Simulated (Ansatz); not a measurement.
## KTaSe3 (model cell, started as cubic perovskite with Ta in the octahedra): from the cell to its phonons

How does KTaSe3 (model cell, started as cubic perovskite with Ta in the octahedra) vibrate, and is this structure a minimum?

Program: Ansatz 0.2.0. Level of theory: DFT LDA, scalar-relativistic, plane waves, PAW. Results are calculated unless marked as measured.

This is a report of a sequence of runs, with most program output left out.

The structure was built from a prototype and need not be the compound's stable phase.

## 1. Set-up

Symmetry: Pm-3m, No. 221, cubic system. The conventional cell has a = 5.135 Å, b = 5.135 Å, c = 5.135 Å, α = 90.00°, β = 90.00°, γ = 90.00°. K has 12 Se at 3.63 Å nearest. Ta has 6 Se at 2.57 Å nearest. Se has 2 Ta at 2.57 Å and 4 K at 3.63 Å nearest. Farther neighbours and most contacts between anions are not listed.

## 2. Relaxation

Harmonic phonons are second derivatives at a point where the forces vanish, and they are wanted at zero stress, so atoms and cell are relaxed first.

input.yaml reads:

```yaml
crystal:
  lattice:
    - [5.1352, 0.0, 0.0]
    - [0.0, 5.1352, 0.0]
    - [0.0, 0.0, 5.1352]
  atoms:
    - { symbol: K, position: [0.0, 0.0, 0.0] }
    - { symbol: Ta, position: [0.5, 0.5, 0.5] }
    - { symbol: Se, position: [0.5, 0.5, 0.0] }
    - { symbol: Se, position: [0.5, 0.0, 0.5] }
    - { symbol: Se, position: [0.0, 0.5, 0.5] }
kpoints:
  mp_grid: { grid: [6, 6, 6] }
hamiltonian:
  xc: lda
scf:
  occupations: { method: gaussian, width: 0.1 }
output:
  forces: true
  stress: true
  eigenvalues: true
  write_density: true
  write_potential: true
  elf: true
  volumetric_format: npy
relax:
  adjacent_minimum: "off"
  f_tol: 0.005
  max_steps: 80
  cell: { stress_tol: 0.05 }
```

Started as:

```bash
$ ansatz run input.yaml --threads 8 --pin off --max-ram 14336MiB --backend cpu --events-out ev --progress --plain --runs-dir out
```

The job ended after 19 s (8 threads of Intel Xeon Platinum 8375C at 2.90GHz (Ice Lake), shared host; peak memory 0.67 GiB).

Step by step:

```
step  energy less that of the first step (eV)  largest force component (eV/Å)  pressure (GPa)  volume (Å³)
   1                                   0.0000                          0.0000           -5.32       135.42
   2                                  -0.1518                          0.0000            3.01       120.52
   3                                  -0.1896                          0.0000           -0.40       125.50
   4                                  -0.1905                          0.0000           -0.02       124.89
  5*                                  -0.1891                          0.0000           -0.03       124.89
```

Relaxation steps marked * repeat the geometry before them on a plane-wave basis chosen anew for their cell, so energy and pressure can jump there.

The run keeps the 48 symmetry operations that it works with, so distortions that break them were not tested.

```
conventional cell, symmetrised  before  after  change
                         a (Å)   5.135  4.999  -2.7 %
                         b (Å)   5.135  4.999  -2.7 %
                         c (Å)   5.135  4.999  -2.7 %
              volume (Å³/atom)   27.08  24.98  -7.8 %
```

The relaxed structure:

```cif
data_structure
_symmetry_space_group_name_H-M 'P 1'
_symmetry_Int_Tables_number 1
_cell_length_a 4.9986
_cell_length_b 4.9986
_cell_length_c 4.9986
_cell_angle_alpha 90.000
_cell_angle_beta 90.000
_cell_angle_gamma 90.000
_cell_volume 124.89
loop_
_atom_site_label
_atom_site_type_symbol
_atom_site_fract_x
_atom_site_fract_y
_atom_site_fract_z
_atom_site_occupancy
K1 K 0.00000 0.00000 0.00000 1
Ta2 Ta 0.50000 0.50000 0.50000 1
Se3 Se 0.50000 0.50000 0.00000 1
Se4 Se 0.50000 0.00000 0.50000 1
Se5 Se 0.00000 0.50000 0.50000 1
```

Numbers from this step:

```yaml
pressure: -0.02966 GPa
volume_per_atom: 24.98 Å³
gap_on_the_k_mesh: 0 eV
```

Valence density in the ac plane at fractional y = 0.500, with atoms of Ta and Se within 0.2 Å of it. It is the smooth field of the valence electrons, not physical close to the nuclei.

Ten steps, logarithmic in the rise over the least value, from '_' (0 e/Å³) to '@' (30 e/Å³), each cell a mean:
```
________..==##%%**::..______
________..::==++--::..______
________....::::::..________
....______..::::....____....
--::......::--==--......::::
##++::..::==++++++--..::--**
@@##--::::++++++++==::::++%%
@@**--::::==++++++--::::==##
++--::....--==++==::....::==
::....__....::::::..__......
__________..::::....________
________..::----::..________
________..--**##++::..______
________::++@@@@##--..______
```
Columns run along a (5.0 Å), rows up along c (5.0 Å). Atoms in or near the plane, at fractional coordinates: Ta at (0.50, 0.50), Se at (0.50, 0.00), Se at (0.00, 0.50).

Electrostatic potential energy in the ac plane at fractional y = 0.500, with atoms of Ta and Se within 0.2 Å of it. With pseudopotentials it is smooth inside the atoms' cores, unlike the true potential.

Ten even steps from '0' (-49 eV) to '9' (13 eV), each cell a mean:
```
99998677669999
99999766689999
99999877899999
89999877889999
67898654578986
76687300158866
87686200047767
76686200057767
66788522368876
78999866789998
99999888899999
99999766689999
99998667679999
99997678768999
```
Columns run along a (5.0 Å; values clipped at the 3rd and 97th percentile), rows up along c (5.0 Å). Atoms in or near the plane, at fractional coordinates: Ta at (0.50, 0.50), Se at (0.50, 0.00), Se at (0.00, 0.50).

ELF in the ac plane at fractional y = 0.500, with atoms of Ta and Se within 0.2 Å of it. It is the smooth field of the valence electrons, not physical close to the nuclei.

Ten even steps from '_' (0.02) to '@' (0.79), each cell a mean:
```
____::##@@@@++==##@@@@++..__
..__..==%%@@@@%%@@@@##::__..
++==::::++%%%%%%%%##==::::++
@@%%++--::--====----::==##@@
@@@@%%++::--++**==::--##@@@@
**%%@@**::##%%##%%==--%%@@##
::**@@##--%%++::##**==%%%%==
==##@@**--%%**++%%++==%%@@++
@@@@@@**::++%%%%##----%%@@@@
@@@@##==::::----::::::++%%@@
##**--::==****##**++--::==##
::....--##@@@@@@@@%%++::..::
____..**@@@@##**%%@@%%==____
____::##@@@@==::**@@@@++..__
```
Columns run along a (5.0 Å), rows up along c (5.0 Å). Atoms in or near the plane, at fractional coordinates: Ta at (0.50, 0.50), Se at (0.50, 0.00), Se at (0.00, 0.50).

In this step the volume went from 27.08 to 24.98 Å³/atom.

## 3. Tight relaxation

Phonons need a cell at rest on their own settings, so the relaxation is repeated with tight tolerances on forces and stress, using the mesh and the filling of the phonon run that follows.

input.yaml reads:

```yaml
crystal:
  lattice:
    - [4.9985849006, 0.0, 0.0]
    - [0.0, 4.9985849006, 0.0]
    - [0.0, 0.0, 4.9985849006]
  atoms:
    - { symbol: K, position: [0.0, 0.0, 0.0] }
    - { symbol: Ta, position: [0.5, 0.5, 0.5] }
    - { symbol: Se, position: [0.5, 0.5, 0.0] }
    - { symbol: Se, position: [0.5, 0.0, 0.5] }
    - { symbol: Se, position: [0.0, 0.5, 0.5] }
kpoints:
  mp_grid: { grid: [6, 6, 6] }
hamiltonian:
  xc: lda
scf:
  occupations: { method: methfessel_paxton, width: 0.15 }
output:
  forces: true
  stress: true
  eigenvalues: true
relax:
  adjacent_minimum: "off"
  f_tol: 0.001
  max_steps: 60
  cell: { stress_tol: 0.01 }
```

Run time: 11 s. Hardware: 8 threads; peak memory 0.65 GiB; 40 s of CPU time.

Little changed from the start: no atom moved by 0.005 Å and no cell edge by 0.1 %.

This step gave:

- pressure: 0.008402 GPa
- volume per atom: 24.97 Å³

The forces vanish by symmetry and the pressure is 0.008 GPa, within the tolerances set. The cell now holds 24.97 Å³/atom.

## 4. The dispersion

Stability and thermal properties need the whole zone. Linear response on a 2×2×2 q mesh gives force constants as far as a supercell of that size would.

input.yaml reads:

```yaml
crystal:
  lattice:
    - [4.9979636076, 0.0, 0.0]
    - [0.0, 4.9979636076, 0.0]
    - [0.0, 0.0, 4.9979636076]
  atoms:
    - { symbol: K, position: [0.0, 0.0, 0.0] }
    - { symbol: Ta, position: [0.5, 0.5, 0.5] }
    - { symbol: Se, position: [0.5, 0.5, 0.0] }
    - { symbol: Se, position: [0.5, 0.0, 0.5] }
    - { symbol: Se, position: [0.0, 0.5, 0.5] }
kpoints:
  mp_grid: { grid: [6, 6, 6] }
hamiltonian:
  xc: lda
scf:
  occupations: { method: methfessel_paxton, width: 0.15 }
output:
  eigenvalues: true
phonons:
  method: dfpt
  qmesh: [2, 2, 2]
  temperatures: { t_max: 1000, t_step: 50 }
  qpath:
    path:
      - [[0.0, 0.0, 0.0], [0.0, 0.5, 0.0], [0.5, 0.5, 0.0], [0.0, 0.0, 0.0], [0.5, 0.5, 0.5], [0.0, 0.5, 0.0]]
      - [[0.5, 0.5, 0.5], [0.5, 0.5, 0.0]]
    npoints: 10
```

It took 4.4 min on 8 threads; peak memory 1.4 GiB; 20 min of CPU time.

This step gave:

| Item | Value |
| --- | --- |
| sum-rule residual before enforcement | 2.41e-5 eV/Å² |
| lowest frequency on the path | -50.89 cm⁻¹ |
| point group | m-3m |
| highest frequency on the path or at a solved wavevector | 303.6 cm⁻¹ |
| highest optical mode at the zone centre (no LO-TO term) | 232.3 cm⁻¹ |
| lowest optical zone-centre mode | 51.99 cm⁻¹ |
| lowest mode on the q mesh (acoustic modes at Γ apart) | -50.89 cm⁻¹ |

Frequencies (cm⁻¹) solved at each irreducible wavevector; negative means imaginary. Frequencies by wavevector, by row:

```
q in reciprocal lattice units  star  mode 1  mode 2  mode 3  mode 4  mode 13  mode 14  mode 15
                        0 0 0     1       0       0       0      52    232.3    232.3    232.3
                     0 0 -0.5     3    14.4    14.4    66.6    66.6    230.6    230.6    270.1
                  0 -0.5 -0.5     3   -49.1   -20.1    66.2    66.2    158.4    229.2    287.7
               -0.5 -0.5 -0.5     1   -50.9   -50.9   -50.9    70.9      156      156    303.6
```

Interpolated from a 2×2×2 q mesh. The phonon branches at the labelled points (cm⁻¹):

```
    point  branch 1  branch 2  branch 3  branch 4  branch 12  branch 13  branch 14  branch 15
        Γ         0         0         0        52         81        232        232        232
  halfway        18        18        56        56        115        232        232        250
        X        14        14        67        67        153        231        231        270
  halfway        -6        28        60        68        154        198        230        281
        M       -49       -20        66        66        155        158        229        288
  halfway        16        32        62        62        119        213        231        268
        Γ         0         0         0        52         81        232        232        232
  halfway        32        32        46        70        120        204        204        284
        R       -51       -51       -51        71        156        156        156        304
  halfway        25        32        38        66        155        179        195        294
        X        14        14        67        67        153        231        231        270
jump to R       -51       -51       -51        71        156        156        156        304
  halfway       -50        29        29        70        155        155        177        300
        M       -49       -20        66        66        155        158        229        288
```

Tetrahedra on a 14×14×14 mesh, mean over bins of 5 cm-1. Interpolated from a 2×2×2 q mesh. Phonon density of states against wavenumber; read off at these points:

wavenumber (cm⁻¹), phonon density of states (1/cm⁻¹/cell) and a bar:
```
      -52      0.000 
      -42      0.013 #
      -32      0.010 #
      -22      0.006 #
      -12      0.007 #
       -2      0.008 #
        8      0.011 #
       12      0.017 ##
       22      0.041 ####
       32      0.064 ######
       42      0.049 #####
       52      0.025 ##
       62      0.145 ##############
       72      0.308 ##############################
       82      0.110 ###########
       92      0.091 #########
      102      0.088 #########
      112      0.080 ########
      122      0.075 #######
      128      0.088 #########
      138      0.026 ##
      148      0.034 ###
      152      0.075 #######
      158      0.024 ##
      168      0.013 #
      178      0.014 #
      188      0.016 ##
      198      0.019 ##
      208      0.023 ##
      218      0.033 ###
      228      0.082 ########
      238      0.002 
      242      0.003 
      252      0.005 
      262      0.009 #
      272      0.020 ##
      282      0.027 ###
      288      0.030 ###
      292      0.023 ##
      302      0.012 #
```

The partial phonon density of states has structure finer than the step of the table below, so its rows give means over 10 cm⁻¹, whole bins alone (the curve runs from -58.6 to 322 cm⁻¹). Peaks (cm⁻¹: height): K 70.8: 0.187; Se 20.5: 0.0440, 49.3: 0.0423, 75.6: 0.0880, 92.4: 0.0693, 104.4: 0.0727, 121.2: 0.0652, 229.0: 0.0595; Ta 15.7: 0.0152, 34.9: 0.0441, 61.2: 0.0213, 85.2: 0.0232, 118.8: 0.0339, 140.3: 0.0408, 152.3: 0.0635.

Phonopy on the run's constants, 11x11x11 mesh, Gaussian sigma 2.7 cm-1. Interpolated from a 2×2×2 q mesh. Table of partial phonon density of states by wavenumber; means over each step; values in 1/cm⁻¹/cell:

```
wavenumber (cm⁻¹)        K       Se       Ta
              -50   5.2e-6  0.00783        0
              -40   4.9e-5   0.0163   3.0e-5
              -30   9.4e-5   0.0127   8.1e-5
              -20   3.2e-5  0.00266  0.00192
              -10   4.5e-7   3.4e-4  0.00270
                0   2.3e-5   2.8e-4  0.00104
               10   2.2e-4  0.00669  0.00752
               20  0.00149   0.0348  0.00935
               30  0.00403   0.0250   0.0186
               40  0.00426   0.0268   0.0181
               50  0.00567   0.0353  0.00439
               60   0.0455   0.0447   0.0159
               70    0.142   0.0625   0.0117
               80   0.0565   0.0700   0.0161
               90   0.0231   0.0609   0.0181
              100  0.00735   0.0596   0.0133
              110  0.00407   0.0591   0.0146
              120  0.00287   0.0628   0.0266
              130  0.00105   0.0359  0.00859
              140   6.6e-4  0.00751   0.0295
              150   5.4e-4  0.00539   0.0394
              160   1.8e-4  0.00648   0.0186
              170   6.1e-6  0.00941  0.00338
              180        0   0.0116  0.00278
              190        0   0.0135  0.00216
              200        0   0.0174  0.00236
              210   4.8e-6   0.0231  0.00266
              220   1.6e-6   0.0351  0.00366
              230   8.0e-7   0.0465  0.00467
              240        0  0.00488   4.3e-4
              250        0  0.00449   2.5e-4
              260   3.6e-6  0.00800   3.0e-4
              270   1.6e-5   0.0162   3.7e-4
              280   1.8e-5   0.0247   4.1e-4
              290   7.6e-6   0.0251   3.0e-4
              300        0   0.0155   1.3e-4
              310        0  0.00118   5.2e-6
```

Symmetry leaves 4 wavevectors to solve. The lowest mode among them, the acoustic zeros apart, lies at q = (-0.5, -0.5, -0.5) and is imaginary, 50.9i cm⁻¹, so the energy falls along it.

## 5. Summary of results

| Property | Result |
| --- | --- |
| space group after relaxation (within 0.01 Å) | Pm-3m |
| volume per atom | 25.0 Å³ |
| electronic character | no gap on this mesh |
| highest optical mode at the zone centre (no LO-TO term) | 232 cm⁻¹ |
| lowest optical zone-centre mode | 52.0 cm⁻¹ |
| lowest mode on the q mesh (acoustic modes at Γ apart) | -50.9 cm⁻¹ |
| highest frequency on the path or at a solved wavevector | 304 cm⁻¹ |
| imaginary modes on the 2×2×2 q mesh | yes |

Modes are clearly imaginary (beyond 10i cm⁻¹) at 2 of the 4 irreducible wavevectors, most at q = (-0.5, -0.5, -0.5) (50.9i cm⁻¹), so this structure is not a minimum of the energy. The optical modes at Γ span 52 to 232 cm⁻¹. With no gap, or one that is small against the smearing, the frequencies hang on the k mesh and the smearing, most of all near Kohn anomalies. Spin-orbit coupling is left out, which can matter for the heavy elements here. The starting cell was built on a prototype and not taken from a measurement, so the phase need not exist. These are harmonic frequencies at zero temperature: anharmonic shifts, linewidths and thermal expansion are left out.

[Logs are printed without paths, hosts, clocks, repeated set-up lines and the standing remarks that a program may print on its own settings, such as how far it seeks lower states.]

[Hosts, paths, dates, database ids (printed as entryN), source tags and the programs' standing remarks are cut or masked in the printed files.]
